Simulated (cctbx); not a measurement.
## Occupancies in Sr14EuTi

Cell a = 8.0380 Å, b = 8.0380 Å, c = 12.9760 Å, α = 90.00°, β = 90.00°, γ = 120.00°; space group P-6m2 (no. 187); nominal formula Sr14EuTi.

The data are simulated with cctbx, not measured: Mo Kα, λ = 0.71073 Å, to d = 0.8 Å, 95 % of the full sphere, strongest reflection 20000 counts, noise from counting, a 4 % proportional error and a noise floor of 4 counts (s.d.); no absorption.

With every site full:

```text
Rint 0.041, 637 unique reflections to 0.80 A
cycle     R1     wR2    GooF  max shift (A)
   1  0.1271  0.3186   7.374   0.00232
   3  0.0407  0.0898   2.078   0.00047
final R1 0.0404 wR2 0.0898 GooF 2.077  parameters 21  data/parameter 30.3
atom        x        y        z      Ueq    occ   su(xyz)  su(Uiso or U11)
Eu1    0.00000  0.00000  0.00000   0.0086  1.000  0.00000  0.0006
Sr1    0.66667  0.33333  0.74951   0.0041  1.000  0.00009  0.0011
Sr2    0.67627  0.83814  0.74939   0.0030  1.000  0.00010  0.0006
Sr3    0.49637  0.50363  0.50000   0.0032  1.000  0.00013  0.0007  NPD
Sr4    0.50294  0.49706  0.00000   0.0016  1.000  0.00013  0.0005  NPD
Ti2    0.00000  0.00000  0.50000  -0.0147  1.000  0.00000  0.0010  NPD
difference map: max 4.53 min -0.87 rms 0.30
Q1    0.0000  0.0000  0.5000    1    4.55  0.00 A from Ti2
Q2    0.1648  0.3296  0.2494    6    2.59  0.04 A from Sr2
Q3    0.5063  0.0125  0.0000    3    2.55  0.05 A from Sr4
Q4    0.0087  0.5043  0.5000    3    2.54  0.01 A from Sr3
Q5    0.6667  0.3333  0.2560    2    2.51  0.07 A from Sr1
Q6    0.0000  0.0000  0.0000    1    1.83  0.00 A from Eu1
```

With the occupancies of the suspect sites free, each still typed as its main element:

```text
Rint 0.041, 637 unique reflections to 0.80 A
cycle     R1     wR2    GooF  max shift (A)
   1  0.1032  0.2575   5.968   0.00134
  20  0.0167  0.0418   0.969   0.00039
final R1 0.0167 wR2 0.0416 GooF 0.965  parameters 23  data/parameter 27.7
atom        x        y        z      Ueq    occ   su(xyz)  su(Uiso or U11)
Eu1    0.00000  0.00000  0.00000   0.0050  0.918  0.00000  0.0007
Sr1    0.66667  0.33333  0.74953   0.0074  1.000  0.00004  0.0005
Sr2    0.67620  0.83810  0.74941   0.0059  1.000  0.00005  0.0003
Sr3    0.49761  0.50239  0.50000   0.0056  1.000  0.00054  0.0007
Sr4    0.50159  0.49841  0.00000   0.0060  1.000  0.00056  0.0009
Ti2    0.00000  0.00000  0.50000   0.0000  1.159  0.00000  0.0018  NPD
su of occupancy Eu1: 0.003
su of occupancy Ti2: 0.008
difference map: max 0.57 min -0.35 rms 0.08
Q1    0.0000  0.0000  0.4747    2    0.58  0.33 A from Ti2
Q2    0.3333  0.6667  0.0000    1    0.51  2.34 A from Sr4
Q3    0.0000  0.0000  0.0352    2    0.35  0.46 A from Eu1
Q4    0.5479  0.2739  0.0386    6    0.33  2.08 A from Sr4
Q5    0.6667  0.3333  0.4349    2    0.32  2.39 A from Sr1
Q6    0.1569  0.3138  0.3951    6    0.30  1.88 A from Sr2
```

**Question.** What is the disorder?

X-rays count electrons. Eu1 refines to 0.918(0.003), or 57.8 electrons; the site truly holds 0.9 Eu and 0.1 Ti, 58.9 electrons, which is 0.935 of Eu; Ti2 refines to 1.159(0.008), or 25.5 electrons; the site truly holds 0.9 Ti and 0.1 Eu, 26.1 electrons, which is 1.186 of Ti. A value under 1 can't tell vacancies from a lighter guest, and one over 1 needs a heavier guest; chemistry or a second radiation must settle which. Occupancy correlates with U and the scale, and the two elements' form factors differ in shape, so the match is approximate.

Freeing them takes R1 from 0.0404 to 0.0167 and GooF from 2.08 to 0.96.

The model was made for the exercise: a known structure type with other elements put in, its volume estimated, not relaxed; displacement parameters are assumed.

[Middle refinement cycles are left out of these outputs.]

[Logs are printed without paths, hosts, clocks, repeated set-up lines and the standing remarks that a program may print on its own settings, such as how far it seeks lower states.]
